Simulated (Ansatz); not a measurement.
# The potential step between two gates: 1T-SnSeTe bilayer, AA

Two oppositely charged gates put a neutral stack in a displacement field D. The voltage between them is D/ε₀ times an electrical distance, shorter than the real one because the stack screens.

Set-up. Ansatz 0.2.0, plane waves with PAW datasets (its set soft_2), PBE-D3(BJ); isolated slab, charged sheets 4 Å from the outer atoms behind model barriers, atoms held. Voltages count from the uncharged case.

| run | D/ε₀ (V/nm) | step in an electron's potential, upper less lower gate (eV) |
| --- | --- | --- |
| run 1 | 0.000 | 0.000 |
| run 2 | 0.543 | 0.327 |
| run 3 | 1.086 | 0.653 |
| run 4 | 2.171 | 1.307 |
| run 5 | 4.343 | ? |

Q: Estimate the withheld value from the rows shown.

A least-squares line through the 4 rows shown has slope 0.6020 and intercept −0.0001; no row lies more than 0.001 eV off it. The size of the slope, 0.602 nm, is the electrical distance; the sheets are 1.759 nm apart, and screening reaches beyond the outer atoms. At 4.343 it gives 0.6020 × 4.343 + (−0.0001) = 2.614 eV, beyond the rows fitted. Rounding and scatter of the rows alone allow about ±0.003 eV there.

The run itself gives 2.615 eV: a miss of +0.001 eV, or 0.0 % of the value. Screening stays linear to within 1 % over this range.

Caveats: The gates are model sheets, not atoms. Spin-orbit coupling is left out, which changes the bands of elements this heavy.
